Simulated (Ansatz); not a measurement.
# Phonon transport in C (Diamond, Fd-3m), part 2 of 2

Wanted: κ(T), lifetimes and mean free paths for C (Diamond).

Measurements to reproduce:
- thermal conductivity 2200 W/m/K near room temperature (given in “Predicting the lattice thermal conductivity of solids by solving the Boltzmann transport equation: AFLOW - AAPL an automated, accurate and efficient framework”, 2017, arXiv:1611.05481)

Ansatz 0.2.0; DFT LDA, scalar-relativistic, plane waves, PAW; PAW set soft_1.

So far, κ at 300 K (relaxation time) (W/m/K): step 7 (a cheap rung) 2195. Also highest frequency (cm⁻¹): step 7 1343. The relaxed cell has a = 3.531 Å (conventional setting).

## (8) Anharmonic force constants and conductivity, third order supercell 4×4×4, pair cutoff 3.998 Å

Pairs of atoms inside the cutoff are displaced in a supercell, the forces give the cubic constants, and these give the three-phonon rates of the Boltzmann equation.

Input file input.yaml:

```yaml
crystal:
  lattice:
    - [0.0, 1.7657338789, 1.7657338789]
    - [1.7657338789, 0.0, 1.7657338789]
    - [1.7657338789, 1.7657338789, 0.0]
  atoms:
    - { symbol: C, position: [0.0, 0.0, 0.0] }
    - { symbol: C, position: [0.25, 0.25, 0.25] }
kpoints:
  mp_grid: { grid: [12, 12, 12] }
hamiltonian:
  xc: lda
  pseudopotentials: { kind: paw, azcp: { folder: soft_1 }, xc_functional: pbe }
scf:
  occupations: { method: fixed }
  lower_state_search: "off"
output:
  eigenvalues: true
phonons:
  method: fd
  dielectric: false
  supercell: [4, 4, 4]
  temperatures: { t_max: 1000, t_step: 50 }
  qpath:
    path:
      - [[0.0, 0.0, 0.0], [0.5, 0.0, 0.5], [0.5, 0.25, 0.75], [0.375, 0.375, 0.75], [0.0, 0.0, 0.0], [0.5, 0.5, 0.5], [0.625, 0.25, 0.625], [0.5, 0.25, 0.75], [0.5, 0.5, 0.5], [0.375, 0.375, 0.75]]
      - [[0.625, 0.25, 0.625], [0.5, 0.0, 0.5]]
    npoints: 10
  third_order: { supercell: [4, 4, 4], pair_cutoff: 3.998 }
  lattice_thermal_conductivity:
    qmesh: [29, 29, 29]
    temperatures: [50.0, 100.0, 150.0, 200.0, 300.0, 400.0, 500.0, 600.0, 800.0, 1000.0]
    isotope_mass_variance: [{ species: C, variance: 7.387e-05 }]
    solution: relaxation_time
```

Launch:

```sh
ansatz run input.yaml --threads 18 --pin off --max-ram 92160MiB --backend cuda --events-out ev --progress --plain --runs-dir out
```

The job ended after 1.7 min (1 × NVIDIA GB200 with 18 threads of Arm Neoverse V2, shared host; peak memory 2.6 GiB).

This step gave:

```
κ at 300 K (relaxation time)               : 1826 W/m/K
mean free path at half of κ                : 491 nm
share of κ above the three lowest branches : 0.007
third-order blocks                         : 2102
periodic aliases dropped                   : 72
largest relative sum-rule correction       : 0.1744
displaced cells, third order               : 118
```

No LO-TO term. The phonon branches at the labelled points (cm⁻¹):

| point | branch 1 | branch 2 | branch 3 | branch 4 | branch 5 | branch 6 |
| --- | --- | --- | --- | --- | --- | --- |
| Γ | 0 | 0 | 0 | 1323 | 1323 | 1323 |
| halfway | 538 | 538 | 761 | 1226 | 1226 | 1343 |
| X | 789 | 789 | 1097 | 1097 | 1219 | 1219 |
| halfway | 842 | 842 | 1072 | 1072 | 1201 | 1201 |
| W | 925 | 925 | 1015 | 1015 | 1186 | 1186 |
| halfway | 818 | 973 | 1021 | 1040 | 1150 | 1229 |
| K | 760 | 983 | 1023 | 1079 | 1113 | 1255 |
| halfway | 503 | 606 | 752 | 1235 | 1267 | 1303 |
| Γ | 0 | 0 | 0 | 1323 | 1323 | 1323 |
| halfway | 412 | 412 | 706 | 1270 | 1270 | 1332 |
| L | 551 | 551 | 1076 | 1230 | 1230 | 1266 |
| halfway | 645 | 751 | 1049 | 1180 | 1183 | 1253 |
| U | 760 | 983 | 1023 | 1079 | 1113 | 1255 |
| halfway | 818 | 973 | 1021 | 1040 | 1150 | 1229 |
| W | 925 | 925 | 1015 | 1015 | 1186 | 1186 |
| halfway | 686 | 787 | 1044 | 1140 | 1203 | 1239 |
| L | 551 | 551 | 1076 | 1230 | 1230 | 1266 |
| halfway | 645 | 751 | 1049 | 1180 | 1183 | 1253 |
| K | 760 | 983 | 1023 | 1079 | 1113 | 1255 |
| jump to U | 760 | 983 | 1023 | 1079 | 1113 | 1255 |
| halfway | 783 | 848 | 1074 | 1100 | 1181 | 1233 |
| X | 789 | 789 | 1097 | 1097 | 1219 | 1219 |

Table of lattice thermal conductivity, RTA xx by temperature:

| temperature (K) | lattice thermal conductivity, RTA xx (W/m/K) |
| --- | --- |
| 50 | 47620 |
| 100 | 16820 |
| 150 | 7246 |
| 200 | 3770 |
| 300 | 1826 |
| 400 | 1284 |
| 500 | 1026 |
| 600 | 866 |
| 800 | 669 |
| 1000 | 548 |

Phonopy on the run's constants, 21x21x21 mesh, Gaussian sigma 10.0 cm⁻¹. Table of modes, C by wavenumber; read off at these points:

wavenumber (cm⁻¹), modes, C (1/cm⁻¹/cell) and a bar:
```
      0.0     0.0000 
     50.0     0.0000 
    100.0     0.0001 
    150.0     0.0001 
    200.0     0.0001 
    250.0     0.0004 #
    300.0     0.0004 #
    350.0     0.0008 #
    400.0     0.0013 ##
    450.0     0.0016 ##
    500.0     0.0019 ##
    550.0     0.0039 #####
    600.0     0.0047 ######
    650.0     0.0048 ######
    700.0     0.0053 #######
    750.0     0.0059 #######
    766.8     0.0064 ########
    800.0     0.0058 #######
    850.0     0.0046 ######
    900.0     0.0043 #####
    950.0     0.0046 ######
   1000.0     0.0060 ########
   1022.8     0.0074 #########
   1050.0     0.0054 #######
   1100.0     0.0048 ######
   1150.0     0.0091 ###########
   1200.0     0.0128 ################
   1243.5     0.0238 ##############################
   1250.0     0.0235 ##############################
   1300.0     0.0078 ##########
   1350.0     0.0013 ##
```

Distinct triplets, nearest first. Third order norms, by row:

| sites | side 1 (Å) | side 2 (Å) | side 3 (Å) | norm of the 27 components (eV/Å³) |
| --- | --- | --- | --- | --- |
| C-C-C | 0 | 0 | 0 | 255.5 |
| C-C-C | 0 | 1.53 | 1.53 | 121.8 |
| C-C-C | 1.53 | 1.53 | 2.5 | 3.12 |
| C-C-C | 0 | 2.5 | 2.5 | 8.052 |
| C-C-C | 2.5 | 2.5 | 2.5 | 1.158 |
| C-C-C | 2.5 | 2.5 | 2.5 | 0.399 |
| C-C-C | 1.53 | 2.5 | 2.93 | 0.609 |
| C-C-C | 0 | 2.93 | 2.93 | 1.004 |
| C-C-C | 2.5 | 2.93 | 2.93 | 0.074 |
| C-C-C | 2.5 | 2.93 | 2.93 | 0.125 |
| C-C-C | 2.5 | 2.5 | 3.53 | 0.093 |
| C-C-C | 1.53 | 2.93 | 3.53 | 0.074 |
| C-C-C | 0 | 3.53 | 3.53 | 0.15 |
| C-C-C | 1.53 | 2.5 | 3.85 | 1.103 |
| C-C-C | 2.5 | 2.93 | 3.85 | 0.183 |
| C-C-C | 2.93 | 3.53 | 3.85 | 0.034 |
| C-C-C | 0 | 3.85 | 3.85 | 0.989 |
| C-C-C | 2.5 | 3.85 | 3.85 | 0.15 |

RTA, 300 K. Kappa by branch, by row:

| branch (by rank) | mean frequency (THz) | mean rms speed (km/s) | median lifetime (ps) | share of kappa |
| --- | --- | --- | --- | --- |
| 1 | 19.05 | 6.69 | 47.8 | 0.443 |
| 2 | 21.49 | 9.04 | 31.5 | 0.34 |
| 3 | 27.55 | 7.35 | 12.1 | 0.209 |
| 4 | 35.08 | 3.57 | 7.26 | 0.005 |
| 5 | 36.32 | 2.89 | 5.12 | 0.002 |
| 6 | 38.18 | 2.25 | 4.13 | 0.001 |

The spectral kappa at 300 K, relaxation time (W/m/K/THz) by frequency; read off at these points:

| frequency (THz) | spectral kappa at 300 K, relaxation time (W/m/K/THz) |
| --- | --- |
| 0.5 | 0 |
| 1.5 | 41.5 |
| 2.5 | 10.2 |
| 3.5 | 178 |
| 4.5 | 41.0 |
| 6.5 | 71.3 |
| 8.5 | 69.9 |
| 10.5 | 77.4 |
| 11.5 | 69.6 |
| 13.5 | 75.8 |
| 15.5 | 82.1 |
| 16.5 | 92.9 |
| 17.5 | 91.1 |
| 19.5 | 83.1 |
| 21.5 | 66.0 |
| 23.5 | 47.1 |
| 25.5 | 34 |
| 27.5 | 18.0 |
| 29.5 | 8.06 |
| 30.5 | 5.79 |
| 32.5 | 2.80 |
| 34.5 | 1.89 |
| 36.5 | 1.28 |
| 38.5 | 0.523 |
| 40.5 | 0.00310 |

Relaxation-time solution. The share of κ carried by shorter paths by mean free path:

| mean free path (nm) | 50 K | 300 K | 1000 K |
| --- | --- | --- | --- |
| 4.64 | 0 | 0 | 0.002 |
| 6.81 | 0 | 0 | 0.005 |
| 10 | 0 | 0 | 0.012 |
| 14.7 | 0 | 0.001 | 0.03 |
| 21.5 | 0 | 0.001 | 0.056 |
| 31.6 | 0 | 0.003 | 0.118 |
| 46.4 | 0 | 0.004 | 0.284 |
| 68.1 | 0 | 0.008 | 0.661 |
| 100 | 0 | 0.018 | 0.866 |
| 147 | 0 | 0.032 | 0.916 |
| 215 | 0 | 0.059 | 0.943 |
| 316 | 0 | 0.277 | 0.958 |
| 464 | 0 | 0.474 | 0.962 |
| 681 | 0 | 0.609 | 0.969 |
| 1000 | 0 | 0.693 | 0.977 |
| 1470 | 0 | 0.748 | 0.977 |
| 2150 | 0 | 0.806 | 0.977 |
| 3160 | 0 | 0.844 | 0.987 |
| 4640 | 0 | 0.876 | 1 |
| 6810 | 0 | 0.902 | 1 |
| 10000 | 0 | 0.91 | 1 |
| 14700 | 0 | 0.933 | 1 |
| 21500 | 0 | 0.933 | 1 |
| 31600 | 0 | 0.962 | 1 |
| 46400 | 0.001 | 1 | 1 |
| 68100 | 0.002 | 1 | 1 |
| 1.0e5 | 0.005 | 1 | 1 |
| 1.5e5 | 0.008 | 1 | 1 |
| 2.2e5 | 0.014 | 1 | 1 |
| 3.2e5 | 0.027 | 1 | 1 |
| 4.6e5 | 0.046 | 1 | 1 |
| 6.8e5 | 0.091 | 1 | 1 |
| 1.0e6 | 0.109 | 1 | 1 |

300 K; a sample spread over frequency. Mode lifetimes, by row, the first 40 of 90 rows:

| q1 | q2 | q3 | branch | frequency (THz) | rms speed (km/s) | three-phonon rate (1/ps) | isotope rate (1/ps) | lifetime (ps) | mean free path (nm) |
| --- | --- | --- | --- | --- | --- | --- | --- | --- | --- |
| 0 | 0 | 0.0345 | 1 | 1.94 | 11.52 | 8.69e-4 | 1.92e-7 | 1150 | 13300 |
| 0 | 0.0345 | -0.069 | 3 | 7.722 | 17.67 | 0.0127 | 9.02e-5 | 77.9 | 1380 |
| 0.0345 | 0.1379 | -0.1034 | 1 | 10.48 | 9.98 | 0.00806 | 3.41e-4 | 119 | 1190 |
| 0.0345 | 0.1034 | 0.2414 | 2 | 12.04 | 11.22 | 0.0218 | 6.44e-4 | 44.6 | 501 |
| 0 | 0.069 | 0.2759 | 2 | 13.45 | 9.49 | 0.0116 | 0.00112 | 78.3 | 743 |
| 0.0345 | 0.1034 | -0.2414 | 1 | 14.4 | 7.17 | 0.00921 | 0.00161 | 92.5 | 663 |
| 0.1034 | 0.2069 | 0.3448 | 1 | 15.3 | 9.47 | 0.0156 | 0.00231 | 55.8 | 528 |
| 0.069 | 0.2069 | 0.3448 | 1 | 16.01 | 9.16 | 0.0207 | 0.00319 | 41.9 | 384 |
| 0.069 | 0.2414 | 0.3103 | 2 | 16.49 | 10.13 | 0.0322 | 0.00435 | 27.4 | 277 |
| 0.069 | 0.2069 | 0.3793 | 1 | 16.91 | 8.4 | 0.02 | 0.0051 | 39.9 | 335 |
| 0 | 0.1034 | -0.4138 | 1 | 17.39 | 4.05 | 0.00711 | 0.00551 | 79.2 | 321 |
| 0.069 | 0.1379 | 0.4138 | 2 | 17.84 | 9.57 | 0.0181 | 0.00595 | 41.7 | 399 |
| 0.0345 | 0.1724 | -0.3448 | 1 | 18.28 | 5.54 | 0.00899 | 0.00635 | 65.2 | 361 |
| 0.069 | 0.1724 | -0.2414 | 2 | 18.69 | 10.51 | 0.0262 | 0.00673 | 30.3 | 319 |
| 0.0345 | 0.2069 | -0.3448 | 1 | 19.19 | 5.66 | 0.00912 | 0.0073 | 60.9 | 345 |
| 0.069 | 0.2759 | -0.2414 | 1 | 19.58 | 6.92 | 0.0119 | 0.00769 | 51.1 | 354 |
| 0.1379 | 0.3103 | -0.1724 | 1 | 20.03 | 8.28 | 0.0189 | 0.00823 | 36.9 | 306 |
| 0.0345 | 0.1379 | -0.1724 | 3 | 20.42 | 12.58 | 0.0538 | 0.00871 | 16 | 201 |
| 0.0345 | 0.2759 | -0.4828 | 1 | 20.91 | 5.96 | 0.015 | 0.00938 | 41.1 | 245 |
| 0.069 | 0.2414 | -0.2069 | 2 | 21.26 | 10.4 | 0.0358 | 0.00984 | 21.9 | 228 |
| 0.0345 | 0.3448 | 0.4483 | 1 | 21.67 | 5.88 | 0.016 | 0.0105 | 37.8 | 222 |
| 0.069 | 0.3793 | 0.4483 | 1 | 22.05 | 5.94 | 0.0167 | 0.0112 | 35.9 | 214 |
| 0 | 0.2069 | 0.4483 | 2 | 22.39 | 10.23 | 0.0247 | 0.0117 | 27.4 | 281 |
| 0.1379 | 0.3103 | -0.1724 | 2 | 22.82 | 9.23 | 0.031 | 0.0126 | 22.9 | 212 |
| 0.1379 | 0.3448 | -0.3103 | 1 | 23.12 | 7.35 | 0.0135 | 0.0133 | 37.3 | 274 |
| 0.0345 | 0.4483 | 0.4828 | 2 | 23.42 | 2.88 | 0.00815 | 0.0143 | 44.6 | 128 |
| 0.0345 | 0.1034 | -0.2414 | 3 | 23.78 | 12.55 | 0.0703 | 0.0131 | 12 | 150 |
| 0.1379 | 0.4138 | -0.2759 | 1 | 24.16 | 7.04 | 0.0118 | 0.0121 | 41.9 | 295 |
| 0.1379 | 0.4138 | -0.3793 | 1 | 24.66 | 7.13 | 0.0132 | 0.0116 | 40.3 | 287 |
| 0 | 0.2069 | 0.3448 | 3 | 25.08 | 10 | 0.0675 | 0.0113 | 12.7 | 127 |
| 0.1379 | 0.3103 | -0.4138 | 2 | 25.53 | 8.32 | 0.0261 | 0.0112 | 26.8 | 223 |
| 0.0345 | 0.2414 | -0.2414 | 3 | 26.11 | 7.28 | 0.0812 | 0.0113 | 10.8 | 78.7 |
| 0.1034 | 0.2414 | 0.4483 | 3 | 26.68 | 7.77 | 0.0784 | 0.0114 | 11.1 | 86.6 |
| 0 | 0.1034 | 0.3793 | 3 | 27.12 | 10.4 | 0.0866 | 0.012 | 10.1 | 106 |
| 0.0345 | 0.3793 | -0.4138 | 2 | 27.71 | 8.35 | 0.0141 | 0.0128 | 37.2 | 311 |
| 0 | 0.2414 | -0.3103 | 3 | 28.21 | 8.26 | 0.0774 | 0.0141 | 10.9 | 90.3 |
| 0.1034 | 0.2759 | -0.4828 | 3 | 28.73 | 5.72 | 0.0739 | 0.0148 | 11.3 | 64.6 |
| 0.0345 | 0.3448 | 0.3793 | 3 | 29.2 | 10.39 | 0.0816 | 0.0154 | 10.3 | 107 |
| 0.069 | 0.3103 | -0.4483 | 3 | 29.67 | 2.94 | 0.0631 | 0.0177 | 12.4 | 36.3 |
| 0.069 | 0.2069 | -0.4828 | 3 | 30.07 | 6.56 | 0.0738 | 0.0221 | 10.4 | 68.4 |

Without the LO-TO term. Gamma linewidths, by row:

| branch | frequency (cm⁻¹) | three-phonon rate (1/ps) | isotope rate (1/ps) | FWHM (cm⁻¹) |
| --- | --- | --- | --- | --- |
| 4 | 1323 | 0.234 | 0.0385 | 1.45 |
| 5 | 1323 | 0.234 | 0.0385 | 1.45 |
| 6 | 1323 | 0.234 | 0.0385 | 1.45 |

W/m/K, third of the trace; RTA populations with a boundary rate v/L added to each mode (Matthiessen's rule). Kappa by grain size, by row:

| T (K) | bulk | 10 nm | 30 nm | 100 nm | 300 nm | 1000 nm | 10000 nm | 100000 nm |
| --- | --- | --- | --- | --- | --- | --- | --- | --- |
| 100 | 16820 | 2.639 | 7.883 | 25.93 | 75.42 | 233.2 | 1623 | 6591 |
| 300 | 1825 | 41.55 | 114 | 306.4 | 625.1 | 1044 | 1579 | 1775 |
| 600 | 865.9 | 78.7 | 189 | 393.6 | 593.3 | 739.8 | 842.1 | 862.9 |

W/m/K, third of the trace; RTA populations with the isotope rates scaled. Kappa by mass disorder, by row:

| T (K) | no isotopes | as typed | variance x 3 | variance x 10 | variance x 30 |
| --- | --- | --- | --- | --- | --- |
| 100 | 24920 | 16820 | 12690 | 7986 | 4556 |
| 300 | 2230 | 1825 | 1488 | 1093 | 779.7 |
| 600 | 978.2 | 865.9 | 734.3 | 533.6 | 359.9 |

At 300 K the relaxation-time value is 1826 W/(m K).

## (9) Levels and costs side by side

Ladder, by row:

| cells or q mesh | k mesh | pair cutoff | atoms in the supercell | q-mesh of the transport sums | κ at 300 K (relaxation time) (W/m/K) | κ at 300 K (full solution) (W/m/K) | core-minutes |
| --- | --- | --- | --- | --- | --- | --- | --- |
| 6x6x6 | 12x12x12 | 3.078 | 54 | 17×17×17 | 2195 | 2657 | 8.7 |
| 4x4x4 | 12x12x12 | 3.998 | 128 | 29×29×29 | 1826 | - | 18.5 |

## (10) Results

| Quantity | Value |
| --- | --- |
| highest frequency | 1343 cm⁻¹ |
| Debye temperature from the second moment | 1903 K |
| κ at 300 K (relaxation time) | 1826 W/m/K |
| mean free path at half of κ | 491 nm |
| share of κ above the three lowest branches | 0.007 |

In words: The lattice of C (Diamond) conducts 1826 W/(m K) at 300 K by LDA (mean over directions, relaxation-time solution). Above 300 K the relaxation-time κ falls as T^-0.99, near the 1/T law of three-phonon scattering. Grains of 100 nm would keep 17 % of the bulk value at 300 K, and grains of 1 µm 57 %. Removing the natural isotope disorder raises κ at 300 K by 22 %. The first rung (54 atoms, cutoff 3.08 Å) gave 2195 W/(m K) by relaxation time for 0.47 times the cost of the last; short cutoffs miss scattering channels and can err either way, and the meshes changed too. A measured thermal conductivity near room temperature is 2200 W/m/K (arXiv:1611.05481); the calculated 1826 W/m/K differs by -17 %. Missing scattering can't explain a value that is too low; the relaxation-time approximation, the supercell, the cutoff, the meshes, the functional and the use of 0 K frequencies can. The last run computed the relaxation-time solution alone; it counts normal processes as resistive, so the full solution usually lies higher, most of all in good conductors. The sum rules changed one orbit of cubic constants by up to 17 %; by the manual a large change points to a short cutoff or, on a small and distant orbit, to noisy forces. Below 100 K the values hang on the q-mesh and, in a real crystal, on its size. The conductivities include the coherence part between close branches; the shares for grains, isotopes, branches and paths are of the relaxation-time populations alone. Cubic couplings among atoms farther apart than the pair cutoff are dropped, and neither the cutoff nor the q-mesh was shown to be converged here. The PAW files were made for PBE and are used here under another functional, for which the program regenerates the frozen cores.

[Logs are printed without paths, hosts, clocks, repeated set-up lines and the standing remarks that a program may print on its own settings, such as how far it seeks lower states.]

[Hosts, paths, dates, database ids (printed as entryN), source tags and the programs' standing remarks are cut or masked in the printed files.]

[A step with changed settings may run another functional than the one named; its input shows which.]
